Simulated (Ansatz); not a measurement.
**Lattice dynamics of NaVSe3 (model cell, started as cubic perovskite with V in the octahedra)**

Wanted: phonon frequencies of NaVSe3 (model cell, started as cubic perovskite with V in the octahedra) and what follows from them.

Program: Ansatz 0.2.0. Level of theory: DFT PBE, scalar-relativistic, plane waves, PAW; PAW set soft_1. Results are calculated unless marked as measured.

The structure was built from a prototype and need not be the compound's stable phase.

## 1. The structure

The structure is cubic, space group Pm-3m (No. 221). The conventional cell has a = 4.939 Å, b = 4.939 Å, c = 4.939 Å, α = 90.00°, β = 90.00°, γ = 90.00°. Nearest to Na lie 12 Se at 3.49 Å. Nearest to V lie 6 Se at 2.47 Å. Nearest to Se lie 2 V at 2.47 Å and 4 Na at 3.49 Å. Farther neighbours and most contacts between anions are not listed.

## 2. Relaxation

Harmonic phonons are second derivatives at a point where the forces vanish, and they are wanted at zero stress, so atoms and cell are relaxed first.

The input, input.yaml:

```yaml
crystal:
  lattice:
    - [4.9392, 0.0, 0.0]
    - [0.0, 4.9392, 0.0]
    - [0.0, 0.0, 4.9392]
  atoms:
    - { symbol: Na, position: [0.0, 0.0, 0.0] }
    - { symbol: V, position: [0.5, 0.5, 0.5] }
    - { symbol: Se, position: [0.5, 0.5, 0.0] }
    - { symbol: Se, position: [0.5, 0.0, 0.5] }
    - { symbol: Se, position: [0.0, 0.5, 0.5] }
kpoints:
  mp_grid: { grid: [8, 8, 8] }
hamiltonian:
  xc: pbe
  pseudopotentials: { kind: paw, azcp: { folder: soft_1 } }
scf:
  occupations: { method: gaussian, width: 0.1 }
output:
  forces: true
  stress: true
  eigenvalues: true
  write_density: true
  write_potential: true
  elf: true
  volumetric_format: npy
relax:
  adjacent_minimum: "off"
  f_tol: 0.005
  max_steps: 80
  cell: { stress_tol: 0.05 }
```

On the command line:

```
$ ansatz run input.yaml --threads 4 --pin off --max-ram 16384MiB --backend cpu --events-out ev --progress --plain --runs-dir out
```

Numbers of over 12 decimals in the logs are rounded to 6 here.

Output:

```text
Engine: ansatz 0.2.0, aarch64-unknown-linux-gnu
Pseudopotentials: kind: paw
Pseudopotential: Na, paw, valence charge 9, recommended cutoff 420 eV (normal), soft_1/Na.paw.azcp
Pseudopotential: V, paw, valence charge 13, recommended cutoff 420 eV (normal), soft_1/V.paw.azcp
Pseudopotential: Se, paw, valence charge 16, recommended cutoff 420 eV (normal), soft_1/Se.paw.azcp
Functional definition: PBE
  parameter kappa = 0.804
  parameter beta = 0.066725
  exchange = pbe_x(kappa = kappa, mu = beta*pi^2/3)
  correlation = pbe_c(beta = beta)
Crystal: 5 atoms, lattice volume = 120.495 Å³
Basis set: ecut = 420 eV, 2373 PW (Γ), exchange–correlation on 72×72×72 points (8 copies of the dense FFT grid, shifted against one another)
Bands: 42, of which v1, the nominal top of the filled ones, is band 35 counted from 1 (34 counted from 0)
Symmetry: 48 space group operations
Space group: Pm-3m (ITA 221), of the structure as read, at distance tolerance 4.9e-5 Å
k-points: 35 of 512
Non-local potential: Na, projectors of the file, l = 0: 3, l = 1: 2, l = 2: 1
Non-local potential: V, projectors of the file, l = 0: 3, l = 1: 2, l = 2: 3, l = 3: 1
Non-local potential: Se, projectors of the file, l = 0: 2, l = 1: 2, l = 2: 3, l = 3: 1
PAW form: soft (Blöchl's): semilocal exchange-correlation on the pseudo side does not see the compensation charge
PAW one-centre angular grid: Na, 110 points (default); XC on 64 Gauss nodes
PAW one-centre angular grid: V, 590 points (default); XC on 64 Gauss nodes
PAW one-centre angular grid: Se, 590 points (default); XC on 64 Gauss nodes
Initial density: superposition of atomic densities (chi_scale 0.1, normalization cell, long waves kept (reshape's long-wave potential 0.01 eV rms))
Initial wavefunctions: pseudopotential atomic-orbital guess
Functional: x = pbe(κ = 0.804, μ = 0.219515), c = pbe(β = 0.066725)
SCF iter   1: F=—  HF=-20814.924947 eV  |F-HF|=—  |Δ(HF+E_count)|=         —  Δρ=2.54e-1  dr2=1.28e2  ethr=3.10e-3  ⟨swp⟩=6.0  Hψ=5129  notcnv=0
preconditioner: auto → LDOS  [metal: Δε(μ)=0.011 eV  Ē_g=6.979 eV  σ=0.100 eV  W_gap=0.06  n_scr=26 (ndim 8)  ℏωp=16.6 eV  f_vac=0.022  D(μ)=8.16/eV (n_scr^D=80)  β→1.0]
SCF iter   2: F=—  HF=-20809.347802 eV  |F-HF|=—  |Δ(HF+E_count)|=    5.58e0  Δρ=7.90e-2  dr2=1.23e1  ethr=3.10e-3  ⟨swp⟩=3.3  Hψ=3333  notcnv=0  defer=51
SCF iter   3: F=—  HF=-20808.876457 eV  |F-HF|=—  |Δ(HF+E_count)|=   4.71e-1  Δρ=3.46e-2  dr2=5.78e-1  ethr=3.10e-3  ⟨swp⟩=2.9  Hψ=2967  notcnv=0  defer=43
SCF iter   4: F=—  HF=-20808.460256 eV  |F-HF|=—  |Δ(HF+E_count)|=   4.16e-1  Δρ=4.40e-3  dr2=3.13e-2  ethr=8.26e-4  ⟨swp⟩=2.8  Hψ=3084  notcnv=0  defer=35
SCF iter   5: F=—  HF=-20808.462862 eV  |F-HF|=—  |Δ(HF+E_count)|=   2.61e-3  Δρ=1.85e-3  dr2=4.48e-3  ethr=4.48e-5  ⟨swp⟩=2.0  Hψ=2096  notcnv=0  defer=35
SCF iter   6: F=—  HF=-20808.462897 eV  |F-HF|=—  |Δ(HF+E_count)|=   3.57e-5  Δρ=2.57e-4  dr2=7.30e-5  ethr=6.40e-6  ⟨swp⟩=2.3  Hψ=2047  notcnv=0  defer=35
SCF iter   7: F=—  HF=-20808.462988 eV  |F-HF|=—  |Δ(HF+E_count)|=   9.04e-5  Δρ=1.42e-4  dr2=3.00e-5  ethr=1.04e-7  ⟨swp⟩=2.0  Hψ=2603  notcnv=0  defer=35
SCF iter   8: F=—  HF=-20808.462987 eV  |F-HF|=—  |Δ(HF+E_count)|=   8.46e-7  Δρ=2.16e-5  dr2=3.67e-7  ethr=4.28e-8  ⟨swp⟩=2.3  Hψ=2388  notcnv=0  defer=35
SCF iter   9: F=-20808.462987 eV  HF=-20808.462987 eV  |F-HF|=9.84e-9  |Δ(HF+E_count)|=   3.93e-7  Δρ=4.52e-6  dr2=1.59e-8  ethr=1.43e-10  ⟨swp⟩=13.0  Hψ=11001  notcnv=0
SCF 1 converged in 9 iterations: F = -20808.462987 eV  dr2 = 1.59e-8
  Residual-converged pass: ⟨swp⟩=1.0  Hψ=1610  notcnv=0  max |occ|·‖R‖ = 7.1e-9 eV (tolerance 1.0e-8 eV)  dr2=1.59e-8  dr2_onsite=4.08e-9  max |Δocc| = 2.3e-11
  greatest PAW one-centre occupation: 1.000 electrons in one spin orbital (limit 2), on the Se atom at site 2 (counted from 0), in its partial waves of l = 2
relax step   1: F+E_penalty+E_count = -20808.46298738 eV  Δ(F+E_penalty+E_count) = +0.000e0 eV  max|allowed force component| = 2.631e-29 eV/Å  Δτ_max = 0.0000 Å  P = -1.560 GPa  Ω = 120.495 Å³  (9 SCF iters, dr2 threshold 1.00e-7 eV, accepted)
Crystal: 5 atoms, lattice volume = 117.478 Å³
Basis set: ecut = 420 eV, 2301 PW (Γ), exchange–correlation on 72×72×72 points (8 copies of the dense FFT grid, shifted against one another)
Initial density: handed on by an earlier stage of this run
Initial wavefunctions: those handed on with the density
iter 1 solved again at ethr=1.35e-4 eV; its pass at ethr=3.10e-3 eV (dr2=9.43e-2 eV) is discarded
SCF iter   1: F=—  HF=-20808.486789 eV  |F-HF|=—  |Δ(HF+E_count)|=         —  Δρ=6.53e-3  dr2=9.43e-2  ethr=1.35e-4  ⟨swp⟩=1.0  Hψ=6289  notcnv=0
preconditioner: auto → LDOS  [metal: Δε(μ)=0.039 eV  Ē_g=7.404 eV  σ=0.100 eV  W_gap=0.21  n_scr=26 (ndim 8)  ℏωp=16.8 eV  f_vac=0.120  D(μ)=2.47/eV (n_scr^D=18)  β→1.0]
SCF iter   2: F=—  HF=-20808.485625 eV  |F-HF|=—  |Δ(HF+E_count)|=   1.16e-3  Δρ=6.85e-3  dr2=9.26e-2  ethr=1.35e-4  ⟨swp⟩=2.0  Hψ=1690  notcnv=0
SCF iter   3: F=—  HF=-20808.479983 eV  |F-HF|=—  |Δ(HF+E_count)|=   5.64e-3  Δρ=4.92e-4  dr2=4.05e-4  ethr=1.32e-4  ⟨swp⟩=1.6  Hψ=1535  notcnv=0
SCF iter   4: F=—  HF=-20808.479967 eV  |F-HF|=—  |Δ(HF+E_count)|=   1.67e-5  Δρ=4.41e-5  dr2=1.85e-6  ethr=5.78e-7  ⟨swp⟩=1.9  Hψ=1592  notcnv=0
SCF iter   5: F=-20808.479968 eV  HF=-20808.479968 eV  |F-HF|=2.60e-8  |Δ(HF+E_count)|=   1.23e-6  Δρ=1.35e-5  dr2=1.37e-7  ethr=7.14e-10  ⟨swp⟩=11.0  Hψ=12139  notcnv=0
SCF 2 converged in 5 iterations: F = -20808.479968 eV  dr2 = 1.37e-7
  greatest PAW one-centre occupation: 1.000 electrons in one spin orbital (limit 2), on the Se atom at site 3 (counted from 0), in its partial waves of l = 2
relax step   2: F+E_penalty+E_count = -20808.47996778 eV  Δ(F+E_penalty+E_count) = -1.698e-2 eV  max|allowed force component| = 1.007e-29 eV/Å  Δτ_max = 0.0000 Å  P = -0.152 GPa  Ω = 117.478 Å³  energy of the carried Pulay correction = +5.487e-4 eV  (5 SCF iters, dr2 threshold 5.00e-7 eV, accepted)
Crystal: 5 atoms, lattice volume = 117.161 Å³
iter 1 solved again at ethr=1.65e-6 eV; its pass at ethr=3.10e-3 eV (dr2=1.16e-3 eV) is discarded
SCF iter   1: F=—  HF=-20808.480245 eV  |F-HF|=—  |Δ(HF+E_count)|=         —  Δρ=7.21e-4  dr2=1.14e-3  ethr=1.65e-6  ⟨swp⟩=1.0  Hψ=4799  notcnv=0
preconditioner: auto → LDOS  [metal: Δε(μ)=0.073 eV  Ē_g=7.442 eV  σ=0.100 eV  W_gap=0.39  n_scr=26 (ndim 8)  ℏωp=16.8 eV  f_vac=0.120  D(μ)=3.03/eV (n_scr^D=18)  β→1.0]
SCF iter   2: F=—  HF=-20808.480199 eV  |F-HF|=—  |Δ(HF+E_count)|=   4.64e-5  Δρ=5.42e-4  dr2=5.59e-4  ethr=1.63e-6  ⟨swp⟩=1.4  Hψ=1504  notcnv=0
SCF iter   3: F=—  HF=-20808.480167 eV  |F-HF|=—  |Δ(HF+E_count)|=   3.25e-5  Δρ=5.25e-5  dr2=4.29e-6  ethr=7.99e-7  ⟨swp⟩=1.4  Hψ=1492  notcnv=0
SCF iter   4: F=—  HF=-20808.480169 eV  |F-HF|=—  |Δ(HF+E_count)|=   2.55e-6  Δρ=6.72e-6  dr2=3.90e-8  ethr=8.27e-11  ⟨swp⟩=6.9  Hψ=9326  notcnv=0
SCF iter   5: F=-20808.480169 eV  HF=-20808.480169 eV  |F-HF|=3.35e-10  |Δ(HF+E_count)|=   2.25e-8  Δρ=1.21e-6  dr2=1.05e-9  ethr=5.57e-11  ⟨swp⟩=5.1  Hψ=8343  notcnv=0
SCF 3 converged in 5 iterations: F = -20808.480169 eV  dr2 = 1.05e-9
  greatest PAW one-centre occupation: 1.000 electrons in one spin orbital (limit 2), on the Se atom at site 4 (counted from 0), in its partial waves of l = 2
relax step   3: F+E_penalty+E_count = -20808.48016916 eV  Δ(F+E_penalty+E_count) = -2.014e-4 eV  max|allowed force component| = 8.710e-30 eV/Å  Δτ_max = 0.0000 Å  P = +0.008 GPa  Ω = 117.161 Å³  energy of the carried Pulay correction = +6.071e-4 eV  (5 SCF iters, dr2 threshold 5.79e-8 eV, accepted)
Initial wavefunctions: pseudopotential atomic-orbital guess (no wavefunctions were taken with the density)
iter 1 solved again at ethr=2.34e-7 eV; its pass at ethr=3.10e-3 eV (dr2=1.64e-4 eV) is discarded
SCF iter   1: F=—  HF=-20808.479580 eV  |F-HF|=—  |Δ(HF+E_count)|=         —  Δρ=2.46e-5  dr2=9.41e-8  ethr=2.34e-7  ⟨swp⟩=3.0  Hψ=8438  notcnv=0
eigensolver tolerance schedule: the retry pair's looser diagonalisation over-reported the residual by 1739.86 of it (diagonalisation noise at 0.15 of the residual, at the tolerance the schedule requests for it); recorded, not acted on — ethr = c·dr2/N_el stays at c = 1.0e-1
preconditioner: auto → LDOS  [metal: Δε(μ)=0.073 eV  Ē_g=7.445 eV  σ=0.100 eV  W_gap=0.39  n_scr=26 (ndim 8)  ℏωp=16.8 eV  f_vac=0.118  D(μ)=3.13/eV (n_scr^D=18)  β→1.0]
SCF iter   2: F=—  HF=-20808.479585 eV  |F-HF|=—  |Δ(HF+E_count)|=   4.72e-6  Δρ=4.42e-5  dr2=3.36e-6  ethr=1.34e-10  ⟨swp⟩=2.8  Hψ=2909  notcnv=0
SCF iter   3: F=—  HF=-20808.479584 eV  |F-HF|=—  |Δ(HF+E_count)|=   2.63e-7  Δρ=4.79e-6  dr2=4.19e-8  ethr=1.34e-10  ⟨swp⟩=2.0  Hψ=2713  notcnv=0
SCF iter   4: F=—  HF=-20808.479584 eV  |F-HF|=—  |Δ(HF+E_count)|=  9.46e-10  Δρ=1.99e-6  dr2=5.49e-9  ethr=5.99e-11  ⟨swp⟩=1.0  Hψ=1470  notcnv=0
SCF iter   5: F=—  HF=-20808.479584 eV  |F-HF|=—  |Δ(HF+E_count)|=  4.69e-10  Δρ=5.13e-7  dr2=4.11e-10  ethr=7.84e-12  ⟨swp⟩=2.0  Hψ=1804  notcnv=0
SCF iter   6: F=-20808.479584 eV  HF=-20808.479584 eV  |F-HF|=7.28e-12  |Δ(HF+E_count)|=  2.55e-11  Δρ=6.36e-8  dr2=3.19e-12  ethr=1.00e-12  ⟨swp⟩=4.8  Hψ=6792  notcnv=0
SCF 4 converged in 6 iterations: F = -20808.479584 eV  dr2 = 3.19e-12
relax step   4: F+E_penalty+E_count = -20808.47958443 eV  Δ(F+E_penalty+E_count) = +5.847e-4 eV  max|allowed force component| = 6.359e-30 eV/Å  Δτ_max = 0.0000 Å  P = +0.008 GPa  Ω = 117.161 Å³  stress off target by 8.08e-3 GPa  SCF on the basis re-selected at this cell (its energy is not comparable with the rows above)  (6 SCF iters)
basis re-selected at this cell: Δ(F+E_penalty+E_count) = +5.847e-4 eV, ΔP = +0.000 GPa vs the last step (what re-selecting the basis moved, of the pressure what is left beyond the Pulay correction that the steps carried, after the strain that the cell walked since its last selection, with what the two solves' SCF thresholds leave and, on support functions, any second-order correction that the steps lacked; it is no m [...]
SCF converged after 6 iterations
Free energy (F): -20808.479584 eV
Harris-Foulkes:  -20808.479584 eV  (|F-HF|=7.28e-12)
Internal energy: -20808.463939 eV  (E = F + TS)
E sigma→0 (E₀):  -20808.471762 eV
Entropy (-TS):   -0.015646 eV (-3.129 meV/atom)
Fermi energy:    7.339303 eV
--- Per-component energies (eV) ---
  E_band       = -1653.502465
  E_kinetic    = 740.245184
  E_local      = -11388.565791  (includes V_loc(G=0)·N_el)
  E_nonlocal   = -704.179290
  E_hartree    = 5519.066723
  E_xc         = -406.899199
  E_vxc        = -463.608766  (∫ρ·V_xc dr)
  E_paw        = -7808.876292  (= ΣΔE_a)
  E_vpaw       = -875.527233  (= ΣTr[D̂ρ^β])
  E_aug_tail   = 0.000081  (compensation charges beyond the density's cutoff)
  E_ewald      = -6759.255354
  E_smearing   = -0.015646  (= −TS)
  E_closure    = 0.000000  (closes the sum)
  Σ components = -20808.479584   (vs F -20808.479584, Δ=0.00e0)
--- Forces (eV/Å), atoms counted from 1 ---
  atom   1  Na    -0.00000000     0.00000000     0.00000000
  atom   2  V      0.00000000    -0.00000000     0.00000000
  atom   3  Se    -0.00000000     0.00000000     0.00000000
  atom   4  Se     0.00000000     0.00000000    -0.00000000
  atom   5  Se    -0.00000000    -0.00000000     0.00000000
  max |Σ_I F_I| component: 1.03e-29 eV/Å
--- Stress (GPa, compression-positive) ---
        0.008082      -0.000000      -0.000000
       -0.000000       0.008082      -0.000000
       -0.000000      -0.000000       0.008082
  P = ⅓ Tr σ = 0.0081 GPa (0.081 kbar)
--- Band table (eV; the first three rows and the last of 35) ---
  k-point 0: bands = [... 31 lower, 6.2403, 6.4891, 6.4891, 6.4891, 7.0744, 7.0744, 7.0744, 7.5800, ... 3 higher]
  k-point 1: bands = [... 31 lower, 6.1395, 6.3682, 6.4930, 6.6979, 6.6979, 7.3139, 7.3139, 7.5838, ... 3 higher]
  k-point 2: bands = [... 31 lower, 5.4735, 5.9175, 6.5023, 6.7697, 6.7697, 7.5907, 7.7509, 7.7509, ... 3 higher]
  k-point 34: bands = [... 31 lower, 3.5461, 7.8276, 7.8276, 7.8276, 8.0186, 8.0186, 8.0186, 9.4824, ... 3 higher]
--- Relaxed structure (3 steps of the walk, 3 accepted, 1 SCFs on fresh bases) ---
  F+E_penalty+E_count = -20808.47958443 eV   max|allowed force component| = 6.359e-30 eV/Å   (the final SCF, on the basis selected at the relaxed cell)
  cell:  # Å, volume = 117.1613 Å³
    - [4.893220, 0, 0]
    - [0, 4.893220, 0]
    - [0, 0, 4.893220]
  atoms:
    - { symbol: Na, position: [0, 0, 0] }
    - { symbol: V, position: [0.5, 0.5, 0.5] }
    - { symbol: Se, position: [0.5, 0.5, 0] }
    - { symbol: Se, position: [0.5, 0, 0.5] }
    - { symbol: Se, position: [0, 0.5, 0.5] }
```

The job ended after 15 s (4 threads of Arm Neoverse V1, shared host; peak memory 0.56 GiB).

This run has no spin polarisation, although V can carry a moment.

The steps of the relaxation:

```csv
step,energy less that of the first step (eV),largest force component (eV/Å),pressure (GPa),volume (Å³)
1,0.0000,0.0000,-1.56,120.50
2,-0.0170,0.0000,-0.15,117.48
3,-0.0172,0.0000,0.01,117.16
4*,-0.0166,0.0000,0.01,117.16
```

Relaxation steps marked * repeat the geometry before them on a plane-wave basis chosen anew for their cell, so energy and pressure can jump there.

Forces are held to the 48 operations that the run works with; a distortion that breaks them can't arise in this run.

| conventional cell, symmetrised | before | after | change |
| --- | --- | --- | --- |
| a (Å) | 4.939 | 4.893 | -0.9 % |
| b (Å) | 4.939 | 4.893 | -0.9 % |
| c (Å) | 4.939 | 4.893 | -0.9 % |
| volume (Å³/atom) | 24.10 | 23.43 | -2.8 % |

This step gave:

| Property | Result |
| --- | --- |
| pressure | 0.008082 GPa |
| volume per atom | 23.43 Å³ |
| gap on the k-mesh | 0 eV |

Valence density in the ac plane at fractional y = 0.500, with atoms of V and Se within 0.2 Å of it. It is the smooth field of the valence electrons, not physical close to the nuclei.

Ten steps, logarithmic in the rise over the least value, from '0' (0 e/Å³) to '9' (40 e/Å³), each cell a mean:
```
00001378521000
00001234310000
00000122110000
11000111100001
22110123210112
74211356521135
96211477631248
85211467521237
43111244311123
11100111100011
00000111110000
00001122210000
00001356421000
00001489721000
```
Columns run along a (4.9 Å), rows up along c (4.9 Å). Atoms in or near the plane, at fractional coordinates: V at (0.50, 0.50), Se at (0.50, 0.00), Se at (0.00, 0.50).

Electrostatic potential energy in the ac plane at fractional y = 0.500, with atoms of V and Se within 0.2 Å of it. With pseudopotentials it is smooth inside the atoms' cores, unlike the true potential.

Ten even steps from '0' (-34 eV) to '9' (12 eV), each cell a mean:
```
99997589758999
99998555579999
99999866789999
88999877889998
56788633478875
85587200048757
97576000037659
96576100037658
55688410268855
67898866789987
99999877889999
99998655579999
99997567568999
99996599858999
```
Columns run along a (4.9 Å; values clipped at the 3rd and 97th percentile), rows up along c (4.9 Å). Atoms in or near the plane, at fractional coordinates: V at (0.50, 0.50), Se at (0.50, 0.00), Se at (0.00, 0.50).

ELF in the ac plane at fractional y = 0.500, with atoms of V and Se within 0.2 Å of it. It is the smooth field of the valence electrons, not physical close to the nuclei.

Ten even steps from '0' (0.02) to '9' (0.78), each cell a mean:
```
00279943699510
11148998997311
64225899974235
98632344432479
99951134213799
58972488724996
15972689844983
36972588834994
89961256413899
99742122212589
86324677753247
32137999996212
00269965898410
00389831599610
```
Columns run along a (4.9 Å), rows up along c (4.9 Å). Atoms in or near the plane, at fractional coordinates: V at (0.50, 0.50), Se at (0.50, 0.00), Se at (0.00, 0.50).

In this step the volume went from 24.10 to 23.43 Å³/atom.

## 3. Relaxing to small forces for the phonons

Phonons need a cell at rest on their own settings, so the relaxation is repeated with tight tolerances on forces and stress on the k mesh and occupations of the first response run.

input.yaml, the sections that differ from step 2:

```yaml
crystal:
  lattice:
    - [4.8932201373, 0.0, 0.0]
    - [0.0, 4.8932201373, 0.0]
    - [0.0, 0.0, 4.8932201373]
  atoms:
    - { symbol: Na, position: [0.0, 0.0, 0.0] }
    - { symbol: V, position: [0.5, 0.5, 0.5] }
    - { symbol: Se, position: [0.5, 0.5, 0.0] }
    - { symbol: Se, position: [0.5, 0.0, 0.5] }
    - { symbol: Se, position: [0.0, 0.5, 0.5] }
scf:
  occupations: { method: methfessel_paxton, width: 0.2 }
relax:
  adjacent_minimum: "off"
  f_tol: 0.001
  max_steps: 60
  cell: { stress_tol: 0.01 }
# kpoints, hamiltonian, output: as in step 2
```

Output:

```text
[...]
Crystal: 5 atoms, lattice volume = 117.161 Å³
Basis set: ecut = 420 eV, 2301 PW (Γ), exchange–correlation on 72×72×72 points (8 copies of the dense FFT grid, shifted against one another)
Bands: 42, of which v1, the nominal top of the filled ones, is band 35 counted from 1 (34 counted from 0)
Symmetry: 48 space group operations
[...]
k-points: 35 of 512
[...]
--- Relaxed structure (1 steps of the walk, 1 accepted, 1 SCFs on fresh bases) ---
[...]
cell:  # Å, volume = 117.1613 Å³
    - [4.8932201373, 0.0, 0.0]
    - [0.0, 4.8932201373, 0.0]
    - [0.0, 0.0, 4.8932201373]
  atoms:
    - { symbol: Na, position: [0.0, 0.0, 0.0] }
    - { symbol: V, position: [0.5, 0.5, 0.5] }
    - { symbol: Se, position: [0.5, 0.5, 0.0] }
    - { symbol: Se, position: [0.5, 0.0, 0.5] }
    - { symbol: Se, position: [0.0, 0.5, 0.5] }
[key lines of the parts left out:]
SCF converged after 6 iterations
Free energy (F): -20808.468330 eV
Fermi energy:    7.350190 eV
P = ⅓ Tr σ = -0.0048 GPa (-0.048 kbar)
```

The job ended after 8.4 s (4 threads; peak memory 0.55 GiB).

Little changed from the start: no atom moved by 0.005 Å and no cell edge by 0.1 %.

Numbers from this step:

| Quantity | Value |
| --- | --- |
| pressure | -0.004821 GPa |

Valence density in the ac plane at fractional y = 0.500, with atoms of V and Se within 0.2 Å of it. It is the smooth field of the valence electrons, not physical close to the nuclei.

Values in e/Å³, 14 rows by 14 columns, each cell a mean:
```
 0  0  0  0  0  2 13 21  6  1  0  0  0  0
 0  0  0  0  0  1  2  3  1  1  0  0  0  0
 0  0  0  0  0  0  1  1  1  0  0  0  0  0
 0  0  0  0  0  0  0  0  0  0  0  0  0  0
 1  1  0  0  0  0  1  1  1  0  0  0  1  1
10  3  1  0  0  2  6  7  4  1  0  1  1  6
40  9  1  1  1  3 11 14  7  1  0  1  3 21
23  6  1  0  0  3  8 11  6  1  0  1  2 13
 2  1  1  0  0  1  3  3  2  0  0  0  1  2
 1  0  0  0  0  0  0  1  0  0  0  0  0  0
 0  0  0  0  0  0  0  1  0  0  0  0  0  0
 0  0  0  0  0  1  1  1  1  0  0  0  0  0
 0  0  0  0  0  1  6  9  3  1  0  0  0  0
 0  0  0  0  1  2 23 40 10  1  0  0  0  0
```
Columns run along a (4.9 Å), rows up along c (4.9 Å). Atoms in or near the plane, at fractional coordinates: V at (0.50, 0.50), Se at (0.50, 0.00), Se at (0.00, 0.50).

ELF in the ac plane at fractional y = 0.500, with atoms of V and Se within 0.2 Å of it. It is the smooth field of the valence electrons, not physical close to the nuclei.

Ten even steps from '_' (0.02) to '@' (0.78), each cell a mean:
```
____::##@@@@==--**@@@@++..__
......==%%@@@@%%@@@@##--....
**==::::++%%@@@@@@##==::--++
@@%%**--::--======--::==##@@
@@@@@@++....--==::..--##@@@@
++%%@@##::==%%%%##::==@@@@**
..++@@##::**%%@@%%====@@%%--
--**@@##::++%%%%%%--==@@@@==
%%@@@@**..::++**==..--%%@@@@
@@@@##==::..::::::..::++%%@@
%%**--::==**######++--::==##
--::..--##@@@@@@@@@@**::..::
____::**@@@@**++%%@@%%==..__
____--%%@@%%--..++@@@@**..__
```
Columns run along a (4.9 Å), rows up along c (4.9 Å). Atoms in or near the plane, at fractional coordinates: V at (0.50, 0.50), Se at (0.50, 0.00), Se at (0.00, 0.50).

Electrostatic potential energy in the ac plane at fractional y = 0.500, with atoms of V and Se within 0.2 Å of it. With pseudopotentials it is smooth inside the atoms' cores, unlike the true potential.

Ten even steps from '0' (-34 eV) to '9' (12 eV), each cell a mean:
```
99997589758999
99998555579999
99999866789999
88999877889998
56788633478875
85587200048757
97576000037659
96576100037658
55688410268855
67898866789987
99999877889999
99998655579999
99997567568999
99996599858999
```
Columns run along a (4.9 Å; values clipped at the 3rd and 97th percentile), rows up along c (4.9 Å). Atoms in or near the plane, at fractional coordinates: V at (0.50, 0.50), Se at (0.50, 0.00), Se at (0.00, 0.50).

The forces vanish by symmetry and the pressure is -0.005 GPa, within the tolerances set. The cell now holds 23.43 Å³/atom.

(Part 1 of 2 ends here.)

[Logs are printed without paths, hosts, clocks, repeated set-up lines and the standing remarks that a program may print on its own settings, such as how far it seeks lower states.]

[Hosts, paths, dates, database ids (printed as entryN), source tags and the programs' standing remarks are cut or masked in the printed files.]
